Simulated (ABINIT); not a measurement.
### Beyond one shot: Selenium (P3_121, 3 atoms a cell)

The structure is trigonal, space group P3_121 (No. 152). Conventional cell: a = 4.366 Å, b = 4.366 Å, c = 4.954 Å, α = 90.00°, β = 90.00°, γ = 120.00°. Nearest to Se lie 2 Se at 2.37 Å.

```yaml
method: RPA screening on PBE from quasiparticle energies, plane waves, norm-conserving pseudopotentials (and 5 further levels or steps)
program: ABINIT 10.8.3
settings: cutoff 48 Ha, PseudoDojo scalar-relativistic 0.4 stringent, norm-conserving, potential set dojo-sr-pbe-0.4-stringent, ngkpt (3, 3, 2), nband 135, ecuteps 4.8 Ha, gwcalctyp 10, inclvkb 2, shiftk (0, 0, 0), symchi 1, awtr 1, frequency ppm, cycle 3, q points all but q = 0, 3×3×2 k-mesh
notes: The program’s warnings: nproc spkpt=  >= nkpt= * nsppol=. The cell and positions come from the Crystallography Open Database and are kept as given unless a step says otherwise. Limits: no spin-orbit coupling. The first cycle of evGW0 takes the full correction, without the factor Z, so it overshoots the one-shot value. The 3×3×2 mesh is coarse for this cell, which bears on the long-range parts of exchange and screening.
g0w0: 1.914 eV
evgw0_cycle_1: 2.064 eV
evgw0_cycle_2: 1.990 eV
evgw0_cycle_3: 2.002 eV
evgw0_cycle_4: 2.000 eV
evgw_cycle_1: 2.147 eV
evgw_cycle_2: 2.157 eV
evgw_cycle_3: 2.158 eV
known_limits: short of the basis limit; no spin-orbit coupling; coarse k mesh
```

Only the bands that the input lists are updated; the higher empty ones keep the functional's energies. The evGW loop starts from the last levels of evGW0, so its cycles and time come on top of those.

[Long decimals in the printed logs are rounded to 6 places.]

[Logs are printed without paths, hosts, clocks, repeated set-up lines and the standing remarks that a program may print on its own settings, such as how far it seeks lower states.]

[Paths, hosts, dates, memory and timing lines, banners, echoed tables and standing remarks are left out of the program output; an Ansatz launch command may be rebuilt from the run's recorded settings. Measured values are a selection of at most five: reports struck by readers or far from the other reports are left out. None is set beside runs whose start may be inverted or whose files or cutoffs have a known fault.]

[Runs of the session that timed out or met a known fault of the program may be left out.]

[Hosts, paths, dates, database ids (printed as entryN), source tags and the programs' standing remarks are cut or masked in the printed files.]

[G0W0 gaps are taken among the corrected bands and points alone; a level outside them can change the order at an edge.]

[Where Ansatz stands beside ABINIT at settings called matched, ABINIT's density can come from a denser mesh and the files from another edition; pairs whose starting gaps differed by over 0.03 eV were left out, so agreement reads better than it is.]
